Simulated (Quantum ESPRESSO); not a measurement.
# BP (F-43m): phonons against volume, part 3 of 8

Wanted: mode Grüneisen parameters of BP and a free-energy fit over volumes.

What experiment has found for this phase:
- volume expansion coefficient 9.6 1e-6/K near room temperature (given in “Thermal expansion coefficients of high thermal conducting BAs and BP materials (three times its linear coefficient)”, 2019, arxiv:1906.04101)

Quantum ESPRESSO 7.5; DFT LDA, scalar-relativistic, plane waves, GBRV ultrasoft pseudopotentials.

So far. Step 2 (A first coarse run): The start is under -4.8 GPa at this level and looks like an insulator or semiconductor on this mesh. Step 3 (Relaxation): After the last step pw.x solved the final cell once more on a basis chosen for it, which moves the energy without moving the atoms.

## Step 4: Self-consistent run

A tight ground state at this cell gives the energy of this member; its pressure is the stress at this cutoff, which can carry an offset from the finite basis.

scf.in

```
 &control
    calculation='scf',
    prefix='x',
    outdir='./tmp',
    pseudo_dir='./pseudo',
    tprnfor=.true.,
    tstress=.true.,
 /
 &system
    ibrav=0,
    nat=2,
    ntyp=2,
    ecutwfc=40.0,
    ecutrho=240.0,
    occupations='fixed',
    nbnd=6,
 /
 &electrons
    conv_thr=1.0d-12,
    mixing_beta=0.7,
    electron_maxstep=100,
 /
ATOMIC_SPECIES
 B      10.8100  B.upf
 P      30.9738  P.upf
CELL_PARAMETERS angstrom
     0.000000000    2.246629583    2.246629583
     2.246629583    0.000000000    2.246629583
     2.246629583    2.246629583    0.000000000
ATOMIC_POSITIONS crystal
 B      0.000000000   0.000000000   0.000000000
 P      0.250000000   0.250000000   0.250000000
K_POINTS automatic
 10 10 10 0 0 0
```

Launch:

```console
OMP_NUM_THREADS=1 mpirun -n 4 pw.x -nk 4 -in scf.in > scf.out
```

The program printed:

```text
[banner, memory and clock lines left out]
Program PWSCF v.7.5

     Message from routine setup:
     using ibrav=0 with symmetry is DISCOURAGED, use correct ibrav instead

     G-vector sticks info

     bravais-lattice index     =            0
     lattice parameter (alat)  =       6.0041  a.u.
     unit-cell volume          =     153.0457 (a.u.)^3
     number of atoms/cell      =            2
     number of atomic types    =            2
     number of electrons       =         8.00
     number of Kohn-Sham states=            6
     kinetic-energy cutoff     =      40.0000  Ry
     charge density cutoff     =     240.0000  Ry
     scf convergence threshold =      1.0E-12
     mixing beta               =       0.7000
     number of iterations used =            8  plain     mixing
     Exchange-correlation=  SLA  PZ   NOGX NOGC
                           (   1   1   0   0   0   0   0)

     celldm(1)=   6.004064  celldm(2)=   0.000000  celldm(3)=   0.000000
     celldm(4)=   0.000000  celldm(5)=   0.000000  celldm(6)=   0.000000

     crystal axes: (cart. coord. in units of alat)
               a(1) = (   0.000000   0.707107   0.707107 )
               a(2) = (   0.707107   0.000000   0.707107 )
               a(3) = (   0.707107   0.707107   0.000000 )

     reciprocal axes: (cart. coord. in units 2 pi/alat)
               b(1) = ( -0.707107  0.707107  0.707107 )
               b(2) = (  0.707107 -0.707107  0.707107 )
               b(3) = (  0.707107  0.707107 -0.707107 )

     PseudoPot. # 1 for B  read from file:
     ./pseudo/B.upf
     Pseudo is Ultrasoft + core correction, Zval =  3.0
     Using radial grid of  781 points,  4 beta functions with:
                l(1) =   0
                l(2) =   0
                l(3) =   1
                l(4) =   1
     Q(r) pseudized with  8 coefficients,  rinner =    1.100   1.100   1.100

     PseudoPot. # 2 for P  read from file:
     ./pseudo/P.upf
     Pseudo is Ultrasoft + core correction, Zval =  5.0
     Using radial grid of  903 points,  6 beta functions with:
                l(1) =   0
                l(2) =   0
                l(3) =   1
                l(4) =   1
                l(5) =   2
                l(6) =   2
     Q(r) pseudized with  8 coefficients,  rinner =    1.300   1.300   1.300
                                                       1.300   1.300

     atomic species   valence    mass     pseudopotential
     B                 3.00    10.81000     B ( 1.00)
     P                 5.00    30.97380     P ( 1.00)

     24 Sym. Ops. (no inversion) found

   Cartesian axes

     site n.     atom                  positions (alat units)
         1        B      tau(   1) = (   0.0000000   0.0000000   0.0000000  )
         2        P      tau(   2) = (   0.3535534   0.3535534   0.3535534  )

     number of k points=    47
                       cart. coord. in units 2pi/alat
        k(    1) = (   0.0000000   0.0000000   0.0000000), wk =   0.0020000
        k(    2) = (   0.0707107   0.0707107  -0.0707107), wk =   0.0160000
        k(    3) = (   0.1414214   0.1414214  -0.1414214), wk =   0.0160000
        k(    4) = (   0.2121320   0.2121320  -0.2121320), wk =   0.0160000
        k(    5) = (   0.2828427   0.2828427  -0.2828427), wk =   0.0160000
        k(    6) = (  -0.3535534  -0.3535534   0.3535534), wk =   0.0080000
        k(    7) = (   0.1414214  -0.0000000   0.0000000), wk =   0.0120000
        k(    8) = (   0.2121320   0.0707107  -0.0707107), wk =   0.0480000
        k(    9) = (   0.2828427   0.1414214  -0.1414214), wk =   0.0480000
        k(   10) = (   0.3535534   0.2121320  -0.2121320), wk =   0.0480000
        k(   11) = (  -0.2828427  -0.4242641   0.4242641), wk =   0.0480000
        k(   12) = (  -0.2121320  -0.3535534   0.3535534), wk =   0.0480000
        k(   13) = (  -0.1414214  -0.2828427   0.2828427), wk =   0.0480000
        k(   14) = (  -0.0707107  -0.2121320   0.2121320), wk =   0.0480000
        k(   15) = (   0.0000000  -0.1414214   0.1414214), wk =   0.0240000
        k(   16) = (   0.2828427  -0.0000000   0.0000000), wk =   0.0120000
[...]
k(   40) = (   0.0000000  -0.2828427   0.4242641), wk =   0.0480000
        k(   41) = (  -0.1414214  -0.5656854   0.7071068), wk =   0.0480000
        k(   42) = (  -0.0707107  -0.4949747   0.6363961), wk =   0.0960000
        k(   43) = (   0.0000000  -0.4242641   0.5656854), wk =   0.0480000
        k(   44) = (  -0.7071068   0.1414214   0.0000000), wk =   0.0240000
        k(   45) = (  -0.1414214  -0.4242641   0.7071068), wk =   0.0480000
        k(   46) = (  -0.0707107  -0.3535534   0.6363961), wk =   0.0480000
        k(   47) = (  -0.7071068   0.2828427   0.0000000), wk =   0.0240000

     Dense  grid:     9577 G-vectors     FFT dimensions: (  30,  30,  30)

     Smooth grid:     5209 G-vectors     FFT dimensions: (  25,  25,  25)

     Initial potential from superposition of free atoms

     starting charge       7.9996, renormalised to       8.0000
     Starting wfcs are    8 randomized atomic wfcs

     per-process dynamical memory:    13.5 Mb

     Self-consistent Calculation

     iteration #  1     ecut=    40.00 Ry     beta= 0.70
     Davidson diagonalization with overlap
     ethr =  1.00E-02,  avg # of iterations =  3.2

     total energy              =     -21.96775616 Ry
     estimated scf accuracy    <       0.17346511 Ry

     iteration #  2     ecut=    40.00 Ry     beta= 0.70
     Davidson diagonalization with overlap
     ethr =  2.17E-03,  avg # of iterations =  2.0

     total energy              =     -22.00522417 Ry
     estimated scf accuracy    <       0.02843882 Ry

     iteration #  3     ecut=    40.00 Ry     beta= 0.70
     Davidson diagonalization with overlap
     ethr =  3.55E-04,  avg # of iterations =  2.0

     total energy              =     -22.01004751 Ry
     estimated scf accuracy    <       0.00035479 Ry

     iteration #  4     ecut=    40.00 Ry     beta= 0.70
     Davidson diagonalization with overlap
     ethr =  4.43E-06,  avg # of iterations =  6.2

     total energy              =     -22.01032936 Ry
     estimated scf accuracy    <       0.00015753 Ry

     iteration #  5     ecut=    40.00 Ry     beta= 0.70
     Davidson diagonalization with overlap
     ethr =  1.97E-06,  avg # of iterations =  2.4

     total energy              =     -22.01037903 Ry
     estimated scf accuracy    <       0.00000821 Ry

     iteration #  6     ecut=    40.00 Ry     beta= 0.70
     Davidson diagonalization with overlap
     ethr =  1.03E-07,  avg # of iterations =  5.4

     total energy              =     -22.01039760 Ry
     estimated scf accuracy    <       0.00000012 Ry

     iteration #  7     ecut=    40.00 Ry     beta= 0.70
     Davidson diagonalization with overlap
     ethr =  1.50E-09,  avg # of iterations =  5.3

     total energy              =     -22.01039773 Ry
     estimated scf accuracy    <       0.00000018 Ry

     iteration #  8     ecut=    40.00 Ry     beta= 0.70
     Davidson diagonalization with overlap
     ethr =  1.50E-09,  avg # of iterations =  1.0

     total energy              =     -22.01039771 Ry
     estimated scf accuracy    <       0.00000009 Ry

     iteration #  9     ecut=    40.00 Ry     beta= 0.70
     Davidson diagonalization with overlap
     ethr =  1.08E-09,  avg # of iterations =  1.0

     total energy              =     -22.01039770 Ry
     estimated scf accuracy    <       0.00000004 Ry

     iteration # 10     ecut=    40.00 Ry     beta= 0.70
     Davidson diagonalization with overlap
     ethr =  4.74E-10,  avg # of iterations =  2.1

     total energy              =     -22.01039770 Ry
     estimated scf accuracy    <          1.1E-09 Ry

     iteration # 11     ecut=    40.00 Ry     beta= 0.70
     Davidson diagonalization with overlap
     ethr =  1.39E-11,  avg # of iterations =  4.5

     total energy              =     -22.01039770 Ry
     estimated scf accuracy    <          1.0E-09 Ry

     iteration # 12     ecut=    40.00 Ry     beta= 0.70
     Davidson diagonalization with overlap
     ethr =  1.25E-11,  avg # of iterations =  2.0

     total energy              =     -22.01039770 Ry
     estimated scf accuracy    <          1.0E-11 Ry

     iteration # 13     ecut=    40.00 Ry     beta= 0.70
     Davidson diagonalization with overlap
     ethr =  1.27E-13,  avg # of iterations =  5.4

     total energy              =     -22.01039770 Ry
     estimated scf accuracy    <          2.1E-12 Ry

     iteration # 14     ecut=    40.00 Ry     beta= 0.70
     Davidson diagonalization with overlap
     ethr =  1.00E-13,  avg # of iterations =  1.0

     End of self-consistent calculation

          k = 0.0000 0.0000 0.0000 (   645 PWs)   bands (ev):

    -6.2457   9.4194   9.4194   9.4194  12.8401  12.8401

          k = 0.0707 0.0707-0.0707 (   646 PWs)   bands (ev):

    -6.0613   8.1059   9.1183   9.1183  13.2558  13.2606

          k = 0.1414 0.1414-0.1414 (   646 PWs)   bands (ev):

    -5.5148   5.7300   8.5495   8.5495  13.5431  13.9796

          k = 0.2121 0.2121-0.2121 (   640 PWs)   bands (ev):

    -4.6344   3.3247   8.0538   8.0538  13.4924  14.2878

          k = 0.2828 0.2828-0.2828 (   634 PWs)   bands (ev):

    -3.5285   1.2499   7.7405   7.7405  13.4016  14.1927

          k =-0.3536-0.3536 0.3536 (   652 PWs)   bands (ev):

    -2.8016   0.1930   7.6348   7.6348  13.3647  14.1079

          k = 0.1414-0.0000 0.0000 (   657 PWs)   bands (ev):

    -5.9998   8.5519   8.5519   8.6590  12.3805  13.9733

          k = 0.2121 0.0707-0.0707 (   651 PWs)   bands (ev):

    -5.5734   6.5590   7.9086   8.4155  12.5411  14.6297

          k = 0.2828 0.1414-0.1414 (   649 PWs)   bands (ev):

    -4.8012   4.1905   7.4393   7.8292  13.0333  14.7842

          k = 0.3536 0.2121-0.2121 (   645 PWs)   bands (ev):

    -3.7501   2.0024   7.2230   7.2468  13.1806  14.7191

          k =-0.2828-0.4243 0.4243 (   653 PWs)   bands (ev):

    -2.7579   0.4746   6.8169   7.2720  13.2665  14.6476

          k =-0.2121-0.3536 0.3536 (   654 PWs)   bands (ev):

    -3.0269   0.8533   6.6049   7.5667  13.5006  14.5662

          k =-0.1414-0.2828 0.2828 (   641 PWs)   bands (ev):

    -4.1237   2.6971   6.6499   8.0611  13.8030  14.3852

          k =-0.0707-0.2121 0.2121 (   648 PWs)   bands (ev):

    -5.0957   4.9784   6.9767   8.6638  13.9517  13.9564

          k = 0.0000-0.1414 0.1414 (   654 PWs)   bands (ev):

    -5.7560   7.1466   7.7261   9.1534  13.3233  13.6638

          k = 0.2828-0.0000 0.0000 (   653 PWs)   bands (ev):

    -5.2692   6.8598   7.2074   7.2074  11.5477  15.5256

          k = 0.3536 0.0707-0.0707 (   650 PWs)   bands (ev):

[...]
k = 0.4243 0.1414-0.1414 (   655 PWs)   bands (ev):

[...]
k =-0.2121-0.4950 0.4950 (   653 PWs)   bands (ev):

[...]
k =-0.1414-0.4243 0.4243 (   660 PWs)   bands (ev):

[...]
k =-0.0707-0.3536 0.3536 (   653 PWs)   bands (ev):

[...]
k = 0.0000-0.2828 0.2828 (   642 PWs)   bands (ev):

[...]
k = 0.4243 0.0000-0.0000 (   644 PWs)   bands (ev):

[...]
k = 0.4950 0.0707-0.0707 (   652 PWs)   bands (ev):

[...]
k =-0.1414-0.5657 0.5657 (   658 PWs)   bands (ev):

[...]
k =-0.0707-0.4950 0.4950 (   664 PWs)   bands (ev):

[...]
k =-0.0000-0.4243 0.4243 (   666 PWs)   bands (ev):

[...]
k = 0.5657-0.0000 0.0000 (   660 PWs)   bands (ev):

[...]
k =-0.0707-0.6364 0.6364 (   658 PWs)   bands (ev):

[...]
k = 0.0000-0.5657 0.5657 (   648 PWs)   bands (ev):

[...]
k =-0.7071 0.0000 0.0000 (   652 PWs)   bands (ev):

[...]
k = 0.2828 0.1414 0.0000 (   648 PWs)   bands (ev):

[...]
k = 0.3536 0.2121-0.0707 (   644 PWs)   bands (ev):

[...]
k =-0.2828-0.4243 0.5657 (   651 PWs)   bands (ev):

[...]
k =-0.2121-0.3536 0.4950 (   658 PWs)   bands (ev):

[...]
k = 0.4243 0.1414-0.0000 (   652 PWs)   bands (ev):

[...]
k =-0.2121-0.4950 0.6364 (   661 PWs)   bands (ev):

[...]
k =-0.1414-0.4243 0.5657 (   664 PWs)   bands (ev):

[...]
k =-0.0707-0.3536 0.4950 (   658 PWs)   bands (ev):

[...]
k = 0.0000-0.2828 0.4243 (   651 PWs)   bands (ev):

[...]
k =-0.1414-0.5657 0.7071 (   660 PWs)   bands (ev):

[...]
k =-0.0707-0.4950 0.6364 (   658 PWs)   bands (ev):

[...]
k = 0.0000-0.4243 0.5657 (   662 PWs)   bands (ev):

    -1.3665   1.4245   2.9523   5.4300  12.7021  16.6118

          k =-0.7071 0.1414 0.0000 (   662 PWs)   bands (ev):

    -1.1664   0.9390   4.6001   4.6299  11.7370  12.1316

          k =-0.1414-0.4243 0.7071 (   656 PWs)   bands (ev):

    -1.8708   1.9041   3.6019   4.9832  13.9582  15.0602

          k =-0.0707-0.3536 0.6364 (   656 PWs)   bands (ev):

    -1.2753   1.3960   3.3482   4.5952  14.2276  15.6659

          k =-0.7071 0.2828 0.0000 (   662 PWs)   bands (ev):

    -0.9902   1.2839   3.7131   3.8718  13.9610  14.8039

     highest occupied, lowest unoccupied level (ev):     9.4194   10.5700

!    total energy              =     -22.01039770 Ry
     estimated scf accuracy    <          5.0E-13 Ry

     The total energy is the sum of the following terms:
     one-electron contribution =       6.97390785 Ry
     hartree contribution      =       1.23247973 Ry
     xc contribution           =      -9.02460884 Ry
     ewald contribution        =     -21.19217645 Ry

     convergence has been achieved in  14 iterations

     Forces acting on atoms (cartesian axes, Ry/au):

     atom    1 type  1   force =     0.00000000    0.00000000    0.00000000
     atom    2 type  2   force =    -0.00000000   -0.00000000   -0.00000000

     Total force =     0.000000     Total SCF correction =     0.000000

     Computing stress (Cartesian axis) and pressure

          total   stress  (Ry/bohr**3)                   (kbar)     P=       -0.10
  -0.00000069   0.00000000  -0.00000000           -0.10        0.00       -0.00
  -0.00000000  -0.00000069  -0.00000000           -0.00       -0.10       -0.00
  -0.00000000  -0.00000000  -0.00000069           -0.00       -0.00       -0.10

     XML data file, charge density, pseudopotentials, collected wavefunctions
```

It took 2 s on 4 MPI ranks of Arm Neoverse V2, shared host; 7.6 s of CPU time.

On a basis chosen for the relaxed cell the pressure is -0.01 GPa, small enough for phonons.

(Part 3 of 8 ends here.)

[Logs are printed without paths, hosts, clocks, repeated set-up lines and the standing remarks that a program may print on its own settings, such as how far it seeks lower states.]

[Hosts, paths, dates, database ids (printed as entryN), source tags and the programs' standing remarks are cut or masked in the printed files.]

[A step with changed settings may run another functional than the one named; its input shows which.]

[Of the runs on displaced cells, only some may be shown.]
